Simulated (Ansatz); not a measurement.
# From PBEsol to G0W0: MoS2/WSSe (van der Waals superlattice) (P3m1), part 3 of 3

How far does one-shot GW move the PBEsol gap of MoS2/WSSe (van der Waals superlattice) (P3m1)?

Ansatz 0.2.0; PBEsol, then G0W0 on it, plane waves, PAW. Known limits of the many-body steps: finite bands, screening cutoff and k mesh; no spin-orbit coupling in G0W0.

So far. Step 3 (Bands along the symmetry lines): Over mesh and path the gap is 1.000 eV, from k = Γ to k = (0.167, 0.167, 0.000). The least direct gap found is 1.247 eV, at k = (0.333, 0.333, 0.000). Step 4 (The quasiparticle correction): Over 19 of 24 irreducible mesh points the G0W0 gap is 1.530 eV, from k = Γ to k = (0.111, 0.222, 0.000). The PBEsol gap of this run on the mesh is 1.054 eV. The relaxed cell has a = 3.143, c = 13.146 Å (conventional setting).

The structure was built from a prototype and need not be the compound's stable phase.

## (5) Spin-orbit coupling in PBEsol

This run has two-component orbitals with spin-orbit coupling.

This step: DFT, PBEsol with spin-orbit coupling, plane waves, PAW; PAW set soft_1.

input.yaml

```yaml
crystal:
  lattice:
    - [3.1427838334, 0.0, 0.0]
    - [-1.5713919167, 2.7217306383, 0.0]
    - [0.0, 0.0, 13.1456958318]
  atoms:
    - { symbol: Mo, position: [0.3333333333, 0.6666666667, 0.245649878] }
    - { symbol: S, position: [0.6666666667, 0.3333333333, 0.3635909853] }
    - { symbol: S, position: [0.6666666667, 0.3333333333, 0.1275944387] }
    - { symbol: W, position: [0.3333333333, 0.6666666667, 0.7548780888] }
    - { symbol: S, position: [0.6666666667, 0.3333333333, 0.8728038352] }
    - { symbol: Se, position: [0.6666666667, 0.3333333333, 0.6235115051] }
kpoints:
  mp_grid: { grid: [12, 12, 2] }
  band_path:
    path:
      - [0.0, 0.0, 0.0]
      - [0.5, 0.0, 0.0]
      - [0.33333333, 0.33333333, 0.0]
      - [0.0, 0.0, 0.5]
      - [0.5, 0.0, 0.5]
      - [0.33333333, 0.33333333, 0.5]
      - [0.1666666667, 0.1666666667, 0.0]
    npoints: 1
hamiltonian:
  xc: pbesol
  pseudopotentials: { kind: paw_fr, azcp: { folder: soft_1 }, xc_functional: pbe }
scf:
  occupations: { method: fermi_dirac, width: 0.02 }
  n_extra_bands: 12
magnetization:
  noncollinear: true
  spin_orbit: true
output:
  eigenvalues: true
  forces: true
  stress: true
```

The run is started by

```bash
$ ansatz run input.yaml --threads 2 --pin off --max-ram 92160MiB --backend cuda --events-out ev --progress --plain --runs-dir out --devices 1 --max-vram 13GiB
```

Numbers of over 12 decimals in the logs are rounded to 6 here.

What it wrote:

```text
[...]
GPUs: using 1 of 1 available (devices: 1).
[...]
non-collinear run that drives no moment, with spin-orbit: no starting moment large enough to seed its density (crystal.atoms[].spin), no starting occupations that ask for one, no magnetisation constraint and no magnetic field, so the semilocal B_xc is pinned to zero
[...]
GPU FFT provider: cuFFT
GPU libraries: cuBLAS 13.8.2, cuFFT 12.4.0, cuSOLVER 12.3.4
Crystal: 6 atoms, lattice volume = 112.446 Å³
Basis set: ecut = 420 eV, 2179 PW (Γ), exchange–correlation on 48×48×180 points (8 copies of the dense FFT grid, shifted against one another)
Bands: 74, of which v1, the nominal top of the filled ones, is band 62 counted from 1 (61 counted from 0)
Symmetry: 6 space group operations + 6 with time reversal
[...]
k-points: 38 of 288 (time reversal used)
Projection manifold: j_resolved (fully-relativistic pseudo-atomic orbitals)
[...]
GPU buffer pool allocated for 51840 grid points (all kernels)
[...]
SCF iter   1: F=—  HF=-23265.970208 eV  |F-HF|=—  |Δ(HF+E_count)|=         —  Δρ=5.07e-2  dr2=6.23e0  dr2_m=0.00e0 (ungated)  ethr=3.10e-3  |M|=0.00e0 ∫|m|=0.00e0 μB  |m|>n=0.0e0 m-floor=0.0e0 τ_xc=0.0e0  β_m=0.30  ⟨swp⟩=7.8  Hψ=14610  notcnv=0
[...]
spin=Noncollinear: Resta preconditioning applied to the charge; magnetization (m_x, m_y, m_z) channels mix plain (no charge-response kernel on spin).
[...]
Absolute magnetization: 0.0000 μB (∫|m|)
  site 0: m = (+0.0000, +0.0000, +0.0000) μB, |m| = 0.0000 μB  (R = 0.98 Å)
  site 1: m = (+0.0000, +0.0000, +0.0000) μB, |m| = 0.0000 μB  (R = 0.98 Å)
  site 2: m = (+0.0000, +0.0000, +0.0000) μB, |m| = 0.0000 μB  (R = 0.98 Å)
  site 3: m = (+0.0000, +0.0000, +0.0000) μB, |m| = 0.0000 μB  (R = 0.98 Å)
  site 4: m = (+0.0000, +0.0000, +0.0000) μB, |m| = 0.0000 μB  (R = 0.98 Å)
  site 5: m = (+0.0000, +0.0000, +0.0000) μB, |m| = 0.0000 μB  (R = 1.03 Å)
Free energy (F): -23264.394696 eV
[...]
Internal energy: -23264.394696 eV  (E = F + TS)
E sigma→0 (E₀):  -23264.394696 eV
Fermi energy:    11.524273 eV
[...]
--- Forces (eV/Å), atoms counted from 1 ---
  atom   1  Mo    -0.00000000    -0.00000000    -0.00259721
  atom   2  S      0.00000000     0.00000000    -0.01897753
  atom   3  S      0.00000000     0.00000000     0.01786504
  atom   4  W      0.00000000    -0.00000000     0.00215121
  atom   5  S      0.00000000     0.00000000    -0.01254978
  atom   6  Se    -0.00000000     0.00000000     0.01411059
  max |Σ_I F_I| component: 2.33e-6 eV/Å
--- Stress (GPa, compression-positive) ---
        3.269214       0.000000      -0.000000
        0.000000       3.269214       0.000000
       -0.000000       0.000000       3.457766
  P = ⅓ Tr σ = 3.3321 GPa (33.321 kbar)
--- Band table (eV; the first three rows and the last of 38) ---
  k-point 0: bands = [... 58 lower, 9.9400, 9.9400, 11.0642, 11.0642, 13.1482, 13.1482, 13.2296, 13.2296, ... 8 higher]
  k-point 1: bands = [... 58 lower, 10.5192, 10.5192, 10.8753, 10.8753, 13.1483, 13.1483, 13.2285, 13.2285, ... 8 higher]
  k-point 2: bands = [... 58 lower, 10.0492, 10.0773, 10.9396, 10.9594, 13.0364, 13.0411, 13.1675, 13.1737, ... 8 higher]
  k-point 37: bands = [... 58 lower, 10.2213, 10.3660, 10.6354, 11.0316, 12.0839, 12.0868, 12.8858, 12.9542, ... 8 higher]
[key lines of the parts left out:]
SCF converged after 12 iterations
Magnetization: |M| = 0.0000 μB,  M = (+0.0000, +0.0000, +0.0000) μB
```

Wall time 20 s (1 × NVIDIA H100 80GB HBM3 (shared by 6 runs) with 2 threads of AMD EPYC 7R13 (Zen 3), shared host); peak memory 1.1 GiB; 22 s of CPU time.

Numbers from this step:

```yaml
pressure: 3.332 GPa
gap: 0.9330 eV
valence_top_at: Γ
conduction_bottom_at: k = (0.167, 0.167, 0.000)
least_direct_gap: 1.036 eV
```

Over mesh and listed points the gap is 0.933 eV, from k = Γ to k = (0.167, 0.167, 0.000). The least direct gap found is 1.036 eV, at k = (0.333, 0.333, 0.000). PBEsol+SOC against PBEsol: 0.933 − 1.000 = −0.067 eV, with the same mesh, set of files (read in its fully relativistic form for the spin-orbit run) and cutoff, and both edges at the same k points. The spin-orbit run sees mesh and listed points alone, so its gap is an upper bound: the coupling can move an edge off these points, the more so as this crystal has no centre of inversion, and the change over the zone, its sign included where it is small, is not known.

## (6) Side by side

Each gap is the least one over the points named; times are wall times on shared hosts, not benchmarks. A G0W0 time includes the run's own self-consistent start. Runs with listed points see these and the mesh alone, so an edge that moves elsewhere is missed. Rows marked * are further runs, not shown as steps, whose inputs differ from the G0W0 step on the same start in the columns given; solver thresholds can differ too.

| level | mesh | files, cutoff | bands summed, screening | points | gap (eV) | valence top | conduction bottom | least direct gap (eV) | time |
| --- | --- | --- | --- | --- | --- | --- | --- | --- | --- |
| PBEsol | 12×12×2 | soft_1 PAW, 420 eV | - | mesh and path | 1.000 | Γ | (0.167, 0.167, 0.000) | 1.247 | 13 s |
| PBEsol+SOC | 12×12×2 | soft_1 PAW, 420 eV | - | mesh and listed points | 0.933 | Γ | (0.167, 0.167, 0.000) | 1.036 | 20 s |
| G0W0@PBEsol* | 9×9×2 | soft_1 PAW, 420 eV | 149, 60 eV | 19 of 24 irreducible mesh points | 1.444 | Γ | (0.111, 0.222, 0.000) | 1.911 | 77 s |
| G0W0@PBEsol | 9×9×2 | soft_1 PAW, 420 eV | 500, 150 eV | 19 of 24 irreducible mesh points | 1.530 | Γ | (0.111, 0.222, 0.000) | 1.894 | 1.9 min |

## (7) Outcome

| Property | Result |
| --- | --- |
| PBEsol gap over mesh and path | 1.000 eV, from k = Γ to k = (0.167, 0.167, 0.000) |
| G0W0@PBEsol gap over 19 of 24 irreducible mesh points | 1.530 eV, from k = Γ to k = (0.111, 0.222, 0.000) |
| PBEsol+SOC gap over mesh and listed points | 0.933 eV |
| GW settings | 9×9×2 mesh, 469 empty bands, screening to 150 eV, PAW set soft_1 files |
| known limits | finite bands, screening cutoff and k mesh; no spin-orbit coupling in G0W0 |

What this shows: Over 19 of 24 irreducible mesh points the G0W0 gap is 1.530 eV, from k = Γ to k = (0.111, 0.222, 0.000). The PBEsol gap of this run on the mesh is 1.054 eV. Other states bound it: the two that bound the G0W0 gap lie 1.076 eV apart in PBEsol, so state for state the correction is 1.530 − 1.076 = +0.454 eV, while gap against gap it is 1.530 − 1.054 = +0.476 eV. The valence state moves by 10.872 − 11.032 = −0.160 eV and the conduction state by 12.402 − 12.107 = +0.295 eV, on the run's own scale; with 149 bands the edge states move by +0.356 and +0.724 eV, so the split between the edges depends on the bands and cutoff. Over mesh and path, PBEsol puts the conduction bottom at k = (0.167, 0.167, 0.000), where no G0W0 correction was computed. The G0W0 gap over the whole zone is therefore not known from this run; at its settings it can only be equal to or under the 1.530 eV found, and no correction is carried over from another point. For the start itself the gap is 1.000 eV over mesh and path and 1.054 eV on the mesh of the G0W0 run, in runs that differ in mesh (12×12×2 and 9×9×2). From 149 bands and 60 eV to 500 bands and 150 eV the gap moves by 1.530 − 1.444 = +0.086 eV; bands and screening cutoff rise together, so their parts are not told apart. Two runs can't test a law of convergence, so the limit is not known. PBEsol+SOC against PBEsol: 0.933 − 1.000 = −0.067 eV, with the same mesh, set of files (read in its fully relativistic form for the spin-orbit run) and cutoff, and both edges at the same k points. The spin-orbit run sees mesh and listed points alone, so its gap is an upper bound: the coupling can move an edge off these points, the more so as this crystal has no centre of inversion, and the change over the zone, its sign included where it is small, is not known. What spin-orbit coupling does to the G0W0 levels was not computed, so no sum with the G0W0 gap is formed. The G0W0 runs are scalar-relativistic. No pair of G0W0 runs that differ in the mesh alone is shown (9×9×2 is a supercell whose nearest images lie 26 Å apart), so the error from the mesh is not known here. G0W0 is shown with one set of atomic data (soft_1 PAW), so the error from the files is not known here.

[Paths, hosts, dates, memory and timing lines, banners, echoed tables and standing remarks are left out of the program output.]

[Logs are printed without paths, hosts, clocks, repeated set-up lines and the standing remarks that a program may print on its own settings, such as how far it seeks lower states.]

[Runs of the session that timed out or met a known fault of the program may be left out.]

[Cells called generated may have been cut or substituted from an entry of the Crystallography Open Database or the Materials Project.]

[Hosts, paths, dates, database ids (printed as entryN), source tags and the programs' standing remarks are cut or masked in the printed files.]

[Where an RPA ε∞ is given, it is that of the G0W0 mesh and is not shown converged in it. Names of k-points follow the symmetry that the program found, which can be lower than the space group named. Band edges on a path are those of the sampled points; other points can move an edge, and change direct to indirect where valleys lie close.]

[Hybrid gaps are those of their k-mesh and are not shown converged in it.]
